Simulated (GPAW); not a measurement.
**free-standing triangular Rh monolayer, spacing 2.904 A: a ladder in the plane-wave cutoff**

Wanted: the cheapest choice of the plane-wave cutoff that holds the magnetic results of free-standing triangular Rh monolayer, spacing 2.904 A.

Main program and level: GPAW 26.7.0; PBE; plane waves with GPAW's PAW setups, scalar-relativistic.

## 1. The structure

The cell holds 1 atom: 1 Rh. Its edges and angles: a = 2.904 Å, b = 2.904 Å, c = 14.000 Å, α = 90.0°, β = 90.0°, γ = 120.0°. model lattice. Vacuum lies along c.

## 2. Rung 1 (250 eV), start ferro +

The ladder starts at a low cutoff and climbs, to see from where on the results stand still.

order1.py

```python
import json
import numpy as np
from ase import Atoms
from ase.parallel import paropen, parprint
from gpaw import GPAW

atoms = Atoms(['Rh'],
    cell=[[2.904, 0.0, 0.0],
         [-1.452, 2.514938, 0.0],
         [0.0, 0.0, 14.0]],
    scaled_positions=[[0.0, 0.0, 0.5]],
    pbc=True,
    magmoms=[1.0])
atoms.calc = GPAW(mode={'name': 'pw', 'ecut': 250},
    xc='PBE',
    kpts={'size': (10, 10, 1), 'gamma': True},
    occupations={'name': 'fermi-dirac', 'width': 0.05},
    convergence={'density': 1e-05, 'energy': 1e-05},
    maxiter=200,
    symmetry={'tolerance': 1e-4},
    txt='order1.txt')
e = atoms.get_potential_energy(force_consistent=True)
res = {'free_energy': e, 'energy_sigma0': atoms.get_potential_energy(), 'fermi_energy': atoms.calc.get_fermi_level()}
res['moments'] = atoms.get_magnetic_moments().tolist()
res['total'] = atoms.get_magnetic_moment()
parprint('site moments (muB):', np.round(res['moments'], 3))
parprint(f"total moment: {res['total']:.3f} muB")
parprint(f'free energy: {e:.6f} eV')
atoms.calc.write('order1.gpw')
with paropen('results.json', 'w') as f:
    json.dump(res, f)
```

Command:

```console
$ OMP_NUM_THREADS=1 python3 order1.py > order1.log
```

The program printed:

```text
site moments (muB): [1.417]
total moment: 1.572 muB
free energy: -4.619873 eV

--- order1.txt ---
Input parameters:
  mode=PW(ecut=250),
  convergence={'density': 1e-05, 'energy': 1e-05},
  kpts=MonkhorstPack(size=(10, 10, 1), gamma=True),
  maxiter=200,
  occupations=Occupations(name='fermi-dirac', width=0.05),
  symmetry=Symmetry(tolerance=0.0001),
  xc=XC(name='PBE')

Diagonalizing LCAO Hamiltonian
Converting LCAO to pw mode

       Rh

Atoms  # Å, Bohr magnetons
|   | symbol |        x |        y |        z |    initial magnetic moments |
|---|--------|----------|----------|----------|-----------------------------|
| 0 |     Rh | 0.000000 | 0.000000 | 7.000000 | ( 0.0000,  0.0000,  1.0000) |

Unit cell  # Å
| periodic |         x |        y |         z |   lengths |     angles |
|----------|-----------|----------|-----------|-----------|------------|
|      yes |  2.904000 | 0.000000 |  0.000000 |  2.904000 |  90.000000 |
|      yes | -1.452000 | 2.514938 |  0.000000 |  2.904000 |  90.000000 |
|      yes |  0.000000 | 0.000000 | 14.000000 | 14.000000 | 119.999998 |

Number of symmetries: 24

BZ-sampling:
  Number of BZ points: 100
  Number of IBZ points: 14

  Monkhorst-Pack size: [10, 10, 1]
  Monkhorst-Pack shift: [0.05, 0.05, 0.0]

Plane wave coefficients: 937
Cutoff: 250.0 eV

Spin-components: 2 (collinear spins)
Bands:           12
Projectors:      6
Spin-degeneracy: 1
Datatype:        complex128

Parallelization:
  kpt:    1
  domain: 1
  band:   1

Density:
  Valence electrons: 15.0
  Components: 2
  Grid points: [12 12 54]
  Charge: 0.0  # |e|

Potential:
  Grid points: [12 12 54]

[... setups left out ...]
Reference energy: -130134.647000  # eV

eigensolver:
  PPCG
  Converge bands: occupied
  niter=2

density mixing:
  MSR1-Mixer
  Pratt-step length: 0.05
  Maximum mixing coefficient: 0.75
  Old densities: 10
  SVD Regularization: 0.005
  Good broyden scale: 1.0
  Trust region scale: 1.0
  Backstep threshold: 4.0
  History deletion threshold: 6.0
  Fourier metric: weight=20.0, sigma=0.015

occupation numbers:
  Fermi-Dirac:
    width: 0.0500  # eV

poisson solver:
  ecut: 2000.0  # eV

xc functional:
  name: PBE with 2 nearest neighbor stencil

convergence criteria:
- Maximum integral of absolute [dens]ity change: 1e-05 electrons / valence electron
- Maximum [total energy] change in last 3 cyles: 1e-05 eV / valence electron
- Maximum integral of absolute [eigenst]ate change: 4e-08 eV^2 / valence electron
maximum number of iterations: 200

SCF iterations
|iter     |      energy | eigst |  dens |  magmom |
|---------|-------------|-------|-------|---------|
|iter:   1|       0s |   -5.149828 | -0.61 |       |  +0.9941|
|iter:   2|       0s |   -4.918300 | -2.02 | -0.90 |  +0.9963|
|iter:   3|       0s |   -4.531440 | -1.03 | -0.95 |  +1.0114|
|iter:   4|       1s |   -4.554636 | -2.31 | -1.26 |  +1.1495|
|iter:   5|       1s |   -4.602085 | -2.39 | -1.44 |  +1.4294|
|iter:   6|       2s |   -4.604686 | -3.39 | -1.80 |  +1.4603|
|iter:   7|       2s |   -4.607411 | -3.07 | -2.00 |  +1.5758|
|iter:   8|       2s |   -4.607482 | -4.59 | -2.77 |  +1.5662|
|iter:   9|       3s |   -4.607482c| -5.45 | -3.30 |  +1.5720|
|iter:  10|       3s |   -4.607479c| -6.23 | -3.94 |  +1.5717|
|iter:  11|       4s |   -4.607471c| -6.70 | -4.34 |  +1.5720|
|iter:  12|       4s |   -4.607467c| -7.43c| -4.52 |  +1.5720|
|iter:  13|       4s |   -4.607466c| -7.74c| -4.73 |  +1.5718|
|iter:  14|       5s |   -4.607465c| -7.90c| -5.40c|  +1.5718|

Converged in 14 steps
Energy contributions relative to reference atoms: (reference = -130134.647000)

Energy contributions:
  Kinetic:          -9.478839
  Coulomb:           5.680162
  Zero:              0.438062
  External:          0.000000
  Xc:               -1.234442
  Entropy:          -0.024816
  Spinorbit:         0.000000
  ----------------------------
  Free energy:      -4.619873
  Extrapolated:     -4.607465

dipole moment: (-4.317013, -7.477287, 0.000001)  # |e|*Ang

Total magnetic moment: (0.000000, 0.000000, 1.571772)

Local magnetic moments
|        x |        y |        z |
|----------|----------|----------|
| 0.000000 | 0.000000 | 1.416651 |  # Rh   0

Fermi level: -3.045
Eigenvalues  # (at kpt = [0.000, 0.000, 0.000])
| band index |      eig [eV] | occ [0-1] |      eig [eV] | occ [0-1] |
|------------|---------------|-----------|---------------|-----------|
|          0 |       -49.417 |     1.000 |       -48.169 |     1.000 |
|          1 |       -49.201 |     1.000 |       -48.169 |     1.000 |
|          2 |       -49.201 |     1.000 |       -48.147 |     1.000 |
|          3 |        -7.338 |     1.000 |        -6.964 |     1.000 |
|          4 |        -4.943 |     1.000 |        -4.108 |     1.000 |
|          5 |        -4.943 |     1.000 |        -4.108 |     1.000 |
|          6 |        -4.923 |     1.000 |        -3.841 |     1.000 |
|          7 |        -3.679 |     1.000 |        -2.498 |     0.000 |
|          8 |        -3.679 |     1.000 |        -2.498 |     0.000 |
|          9 |        -1.367 |     0.000 |        -1.032 |     0.000 |
|         10 |         1.932 |     0.000 |         1.978 |     0.000 |
|         11 |         3.007 |     0.000 |         3.037 |     0.000 |

No gap
No difference between direct/indirect transitions
```

Wall time 7.5 s (1 MPI rank of Intel Xeon Platinum 8488C (Sapphire Rapids), shared host); peak memory 0.14 GiB.

Read from the output:

* magnetization: 1.572 μB
* final state: ferromagnetic
* largest moment: 1.417 μB

After 14 cycles the largest moment stands at 1.42 μB.

## 3. Rung 1 (250 eV), start antiferro q=(0,1/2,0) +-

The second start gives the energy difference between the two end states, the quantity that is followed up the ladder. Its q is in fractions of the reciprocal vectors of the first run's cell.

order2.py is the script of step 2 with these lines changed:

```diff
@@ -6,12 +6,13 @@
 
-atoms = Atoms(['Rh'],
+atoms = Atoms(['Rh', 'Rh'],
     cell=[[2.904, 0.0, 0.0],
-         [-1.452, 2.514938, 0.0],
+         [-2.904, 5.029876, 0.0],
          [0.0, 0.0, 14.0]],
-    scaled_positions=[[0.0, 0.0, 0.5]],
+    scaled_positions=[[0.0, 0.0, 0.5],
+         [0.0, 0.5, 0.5]],
     pbc=True,
-    magmoms=[1.0])
+    magmoms=[1.0, -1.0])
 atoms.calc = GPAW(mode={'name': 'pw', 'ecut': 250},
     xc='PBE',
-    kpts={'size': (10, 10, 1), 'gamma': True},
+    kpts={'size': (10, 5, 1), 'gamma': True},
     occupations={'name': 'fermi-dirac', 'width': 0.05},
@@ -20,3 +21,3 @@
     symmetry={'tolerance': 1e-4},
-    txt='order1.txt')
+    txt='order2.txt')
 e = atoms.get_potential_energy(force_consistent=True)
@@ -28,3 +29,3 @@
 parprint(f'free energy: {e:.6f} eV')
-atoms.calc.write('order1.gpw')
+atoms.calc.write('order2.gpw')
 with paropen('results.json', 'w') as f:
```

Command:

```console
$ OMP_NUM_THREADS=1 python3 order2.py > order2.log
```

The program printed:

```text
site moments (muB): [ 0.919 -0.919]
total moment: 0.000 muB
free energy: -8.995899 eV

--- order2.txt ---
Input parameters:
  mode=PW(ecut=250),
  convergence={'density': 1e-05, 'energy': 1e-05},
  kpts=MonkhorstPack(size=(10, 5, 1), gamma=True),
  maxiter=200,
  occupations=Occupations(name='fermi-dirac', width=0.05),
  symmetry=Symmetry(tolerance=0.0001),
  xc=XC(name='PBE')

Diagonalizing LCAO Hamiltonian
Converting LCAO to pw mode

         Rh
          Rh

Atoms  # Å, Bohr magnetons
|   | symbol |         x |        y |        z |    initial magnetic moments |
|---|--------|-----------|----------|----------|-----------------------------|
| 0 |     Rh |  0.000000 | 0.000000 | 7.000000 | ( 0.0000,  0.0000,  1.0000) |
| 1 |     Rh | -1.452000 | 2.514938 | 7.000000 | ( 0.0000,  0.0000, -1.0000) |

Number of symmetries: 4

BZ-sampling:
  Number of BZ points: 50
  Number of IBZ points: 26

  Monkhorst-Pack size: [10, 5, 1]
  Monkhorst-Pack shift: [0.05, 0.0, 0.0]

Plane wave coefficients: 1859
Cutoff: 250.0 eV

Spin-components: 2 (collinear spins)
Bands:           22
Projectors:      12
Spin-degeneracy: 1
Datatype:        complex128

Parallelization:
  kpt:    1
  domain: 1
  band:   1

Density:
  Valence electrons: 30.0
  Components: 2
  Grid points: [12 24 54]
  Charge: 0.0  # |e|

Potential:
  Grid points: [12 24 54]

[... setups left out ...]
Reference energy: -260269.294000  # eV

convergence criteria:
- Maximum integral of absolute [dens]ity change: 1e-05 electrons / valence electron
- Maximum [total energy] change in last 3 cyles: 1e-05 eV / valence electron
[...]
|iter:  13|      28s |   -8.956620c| -6.26 | -4.06 |  -0.0000|
|iter:  14|      30s |   -8.956626c| -6.87 | -4.37 |  +0.0000|
|iter:  15|      33s |   -8.956628c| -7.45c| -4.88 |  +0.0000|
|iter:  16|      34s |   -8.956629c| -7.77c| -5.48c|  +0.0000|

Converged in 16 steps
Energy contributions relative to reference atoms: (reference = -260269.294000)

Energy contributions:
  Kinetic:         -19.153912
  Coulomb:          11.824743
  Zero:              0.865146
  External:          0.000000
  Xc:               -2.453334
  Entropy:          -0.078542
  Spinorbit:         0.000000
  ----------------------------
  Free energy:      -8.995899
  Extrapolated:     -8.956629

dipole moment: (-8.625083, -14.939081, 0.000003)  # |e|*Ang

Total magnetic moment: (0.000000, 0.000000, 0.000005)

Local magnetic moments
|        x |        y |         z |
|----------|----------|-----------|
| 0.000000 | 0.000000 |  0.919358 |  # Rh   0
| 0.000000 | 0.000000 | -0.919353 |  # Rh   1

Fermi level: -3.050
Eigenvalues  # (at kpt = [0.000, 0.000, 0.000])
| band index |      eig [eV] | occ [0-1] |      eig [eV] | occ [0-1] |
|------------|---------------|-----------|---------------|-----------|
|          0 |       -49.064 |     1.000 |       -49.064 |     1.000 |
|        ... |               |           |               |           |
|          6 |        -7.090 |     1.000 |        -7.090 |     1.000 |
|          7 |        -6.333 |     1.000 |        -6.333 |     1.000 |
|          8 |        -5.100 |     1.000 |        -5.100 |     1.000 |
|          9 |        -4.526 |     1.000 |        -4.526 |     1.000 |
[...]
|         18 |        -0.009 |     0.000 |        -0.009 |     0.000 |
|         19 |         1.950 |     0.000 |         1.950 |     0.000 |
|         20 |         3.018 |     0.000 |         3.018 |     0.000 |
|         21 |         3.504 |     0.000 |         3.504 |     0.000 |

No gap
No difference between direct/indirect transitions
```

It took 39 s on 1 MPI rank; peak memory 0.2 GiB.

Read from the output:

```yaml
magnetization: 0 μB
final_state: antiferromagnetic
largest_moment: 0.9194 μB
```

This start lies +121.9 meV a seeded atom from the first; its largest moment is 0.919 μB.

## 4. Rung 2 (325 eV), start ferro +

order1.py is the script of step 2 with these lines changed:

```diff
@@ -13,3 +13,3 @@
     magmoms=[1.0])
-atoms.calc = GPAW(mode={'name': 'pw', 'ecut': 250},
+atoms.calc = GPAW(mode={'name': 'pw', 'ecut': 325},
     xc='PBE',
```

Command:

```console
$ OMP_NUM_THREADS=1 python3 order1.py > order1.log
```

The program printed:

```text
site moments (muB): [1.428]
total moment: 1.575 muB
free energy: -4.919916 eV

--- order1.txt ---
Input parameters:
  mode=PW(ecut=325),
  convergence={'density': 1e-05, 'energy': 1e-05},
  kpts=MonkhorstPack(size=(10, 10, 1), gamma=True),
  maxiter=200,
  occupations=Occupations(name='fermi-dirac', width=0.05),
  symmetry=Symmetry(tolerance=0.0001),
  xc=XC(name='PBE')

Diagonalizing LCAO Hamiltonian
[...]
|          3 |        -7.299 |     1.000 |        -6.918 |     1.000 |
|          4 |        -4.933 |     1.000 |        -4.091 |     1.000 |
[...]
|          8 |        -3.675 |     1.000 |        -2.495 |     0.000 |
|          9 |        -1.353 |     0.000 |        -1.019 |     0.000 |
|         10 |         1.913 |     0.000 |         1.963 |     0.000 |
|         11 |         2.987 |     0.000 |         3.021 |     0.000 |

No gap
No difference between direct/indirect transitions


[key lines of the parts left out:]
Free energy:      -4.919916
Converged in 14 steps
dipole moment: (-4.314739, -7.473348, 0.000001)  # |e|*Ang
Fermi level: -3.034
```

It took 10 s on 1 MPI rank; peak memory 0.16 GiB.

Read from the output:

* magnetization: 1.575 μB
* final state: ferromagnetic
* largest moment: 1.428 μB

The largest moment moves by +0.01 μB from rung 1, at 1.3 times its CPU time.

## 5. Rung 2 (325 eV), start antiferro q=(0,1/2,0) +-

order2.py is the script of step 3 with these lines changed:

```diff
@@ -14,3 +14,3 @@
     magmoms=[1.0, -1.0])
-atoms.calc = GPAW(mode={'name': 'pw', 'ecut': 250},
+atoms.calc = GPAW(mode={'name': 'pw', 'ecut': 325},
     xc='PBE',
```

Command:

```console
$ OMP_NUM_THREADS=1 python3 order2.py > order2.log
```

The program printed:

```text
site moments (muB): [ 0.928 -0.926]
total moment: 0.002 muB
free energy: -9.596922 eV

--- order2.txt ---
Input parameters:
  mode=PW(ecut=325),
  convergence={'density': 1e-05, 'energy': 1e-05},
  kpts=MonkhorstPack(size=(10, 5, 1), gamma=True),
  maxiter=200,
  occupations=Occupations(name='fermi-dirac', width=0.05),
  symmetry=Symmetry(tolerance=0.0001),
  xc=XC(name='PBE')

Diagonalizing LCAO Hamiltonian
[...]
|          8 |        -5.075 |     1.000 |        -5.074 |     1.000 |
|          9 |        -4.505 |     1.000 |        -4.505 |     1.000 |
[...]
|         18 |         0.036 |     0.000 |         0.036 |     0.000 |
|         19 |         1.933 |     0.000 |         1.933 |     0.000 |
|         20 |         3.000 |     0.000 |         3.000 |     0.000 |
|         21 |         3.528 |     0.000 |         3.529 |     0.000 |

No gap
No difference between direct/indirect transitions


[key lines of the parts left out:]
Free energy:      -9.596922
Converged in 17 steps
dipole moment: (-8.620197, -14.930634, 0.000003)  # |e|*Ang
Fermi level: -3.030
```

It took 52 s on 1 MPI rank; peak memory 0.24 GiB.

Read from the output:

```
magnetization  : 0 μB
final state    : antiferromagnetic
largest moment : 0.9280 μB
```

This start lies +121.5 meV a seeded atom from the first, a change of -0.5 meV since rung 1; its largest moment is 0.928 μB.

## 6. Rung 3 (400 eV), start ferro +

order1.py is the script of step 4 with these lines changed:

```diff
@@ -13,3 +13,3 @@
     magmoms=[1.0])
-atoms.calc = GPAW(mode={'name': 'pw', 'ecut': 325},
+atoms.calc = GPAW(mode={'name': 'pw', 'ecut': 400},
     xc='PBE',
```

Command:

```console
$ OMP_NUM_THREADS=1 python3 order1.py > order1.log
```

The program printed:

```text
site moments (muB): [1.434]
total moment: 1.577 muB
free energy: -5.074490 eV

--- order1.txt ---
Input parameters:
  mode=PW(ecut=400),
  convergence={'density': 1e-05, 'energy': 1e-05},
  kpts=MonkhorstPack(size=(10, 10, 1), gamma=True),
  maxiter=200,
  occupations=Occupations(name='fermi-dirac', width=0.05),
  symmetry=Symmetry(tolerance=0.0001),
  xc=XC(name='PBE')

Diagonalizing LCAO Hamiltonian
[...]
|          3 |        -7.284 |     1.000 |        -6.903 |     1.000 |
|          4 |        -4.926 |     1.000 |        -4.081 |     1.000 |
[...]
|          8 |        -3.674 |     1.000 |        -2.492 |     0.000 |
|          9 |        -1.348 |     0.000 |        -1.014 |     0.000 |
|         10 |         1.925 |     0.000 |         1.967 |     0.000 |
|         11 |         2.991 |     0.000 |         3.019 |     0.000 |

No gap
No difference between direct/indirect transitions


[key lines of the parts left out:]
Free energy:      -5.074490
Converged in 14 steps
dipole moment: (-4.313440, -7.471098, 0.000001)  # |e|*Ang
Fermi level: -3.030
```

Elapsed: 11 s, on 1 MPI rank; peak memory 0.17 GiB.

Read from the output:

- magnetization: 1.577 μB
- final state: ferromagnetic
- largest moment: 1.434 μB

The largest moment moves by +0.01 μB from rung 2, at 1.1 times its CPU time.

## 7. Rung 3 (400 eV), start antiferro q=(0,1/2,0) +-

order2.py is the script of step 5 with these lines changed:

```diff
@@ -14,3 +14,3 @@
     magmoms=[1.0, -1.0])
-atoms.calc = GPAW(mode={'name': 'pw', 'ecut': 325},
+atoms.calc = GPAW(mode={'name': 'pw', 'ecut': 400},
     xc='PBE',
```

Command:

```console
$ OMP_NUM_THREADS=1 python3 order2.py > order2.log
```

The program printed:

```text
site moments (muB): [ 0.932 -0.932]
total moment: -0.000 muB
free energy: -9.906307 eV

--- order2.txt ---
Input parameters:
  mode=PW(ecut=400),
  convergence={'density': 1e-05, 'energy': 1e-05},
  kpts=MonkhorstPack(size=(10, 5, 1), gamma=True),
  maxiter=200,
  occupations=Occupations(name='fermi-dirac', width=0.05),
  symmetry=Symmetry(tolerance=0.0001),
  xc=XC(name='PBE')

Diagonalizing LCAO Hamiltonian
[...]
|          8 |        -5.062 |     1.000 |        -5.062 |     1.000 |
|          9 |        -4.492 |     1.000 |        -4.492 |     1.000 |
[...]
|         18 |         0.053 |     0.000 |         0.053 |     0.000 |
|         19 |         1.941 |     0.000 |         1.941 |     0.000 |
|         20 |         3.001 |     0.000 |         3.001 |     0.000 |
|         21 |         3.541 |     0.000 |         3.541 |     0.000 |

No gap
No difference between direct/indirect transitions


[key lines of the parts left out:]
Free energy:      -9.906307
Converged in 16 steps
dipole moment: (-8.617463, -14.925886, 0.000003)  # |e|*Ang
Fermi level: -3.022
```

The job ended after 74 s (1 MPI rank; peak memory 0.27 GiB).

Numbers from this step:

| Item | Value |
| --- | --- |
| magnetization | 0 μB |
| final state | antiferromagnetic |
| largest moment | 0.9319 μB |

This start lies +121.3 meV a seeded atom from the first, a change of -0.1 meV since rung 2; its largest moment is 0.932 μB.

## 8. Rung 4 (500 eV), start ferro +

order1.py is the script of step 6 with these lines changed:

```diff
@@ -13,3 +13,3 @@
     magmoms=[1.0])
-atoms.calc = GPAW(mode={'name': 'pw', 'ecut': 400},
+atoms.calc = GPAW(mode={'name': 'pw', 'ecut': 500},
     xc='PBE',
```

Command:

```console
$ OMP_NUM_THREADS=1 python3 order1.py > order1.log
```

The program printed:

```text
site moments (muB): [1.434]
total moment: 1.577 muB
free energy: -5.110290 eV

--- order1.txt ---
Input parameters:
  mode=PW(ecut=500),
  convergence={'density': 1e-05, 'energy': 1e-05},
  kpts=MonkhorstPack(size=(10, 10, 1), gamma=True),
  maxiter=200,
  occupations=Occupations(name='fermi-dirac', width=0.05),
  symmetry=Symmetry(tolerance=0.0001),
  xc=XC(name='PBE')

Diagonalizing LCAO Hamiltonian
[...]
|          3 |        -7.282 |     1.000 |        -6.901 |     1.000 |
|          4 |        -4.924 |     1.000 |        -4.078 |     1.000 |
[...]
|          8 |        -3.674 |     1.000 |        -2.492 |     0.000 |
|          9 |        -1.348 |     0.000 |        -1.013 |     0.000 |
|         10 |         1.930 |     0.000 |         1.969 |     0.000 |
|         11 |         2.991 |     0.000 |         3.018 |     0.000 |

No gap
No difference between direct/indirect transitions


[key lines of the parts left out:]
Free energy:      -5.110290
Converged in 14 steps
dipole moment: (-4.312963, -7.470272, 0.000001)  # |e|*Ang
Fermi level: -3.029
```

Wall time 13 s (1 MPI rank); peak memory 0.18 GiB.

Read from the output:

```yaml
magnetization: 1.577 μB
final_state: ferromagnetic
largest_moment: 1.434 μB
```

The largest moment is that of rung 3, at 1.1 times its CPU time.

(Continued in part 2 of 2.)

[Logs and program files are shortened in this print: banners, set-up blocks, solver, clock and traceback lines can be left out without a mark of their own.]

[Logs are printed without paths, hosts, clocks, repeated set-up lines and the standing remarks that a program may print on its own settings, such as how far it seeks lower states.]

[Hosts, paths, dates, database ids (printed as entryN), source tags and the programs' standing remarks are cut or masked in the printed files.]

[Where a cell is said to come from a database of computed structures, the database is the Materials Project.]
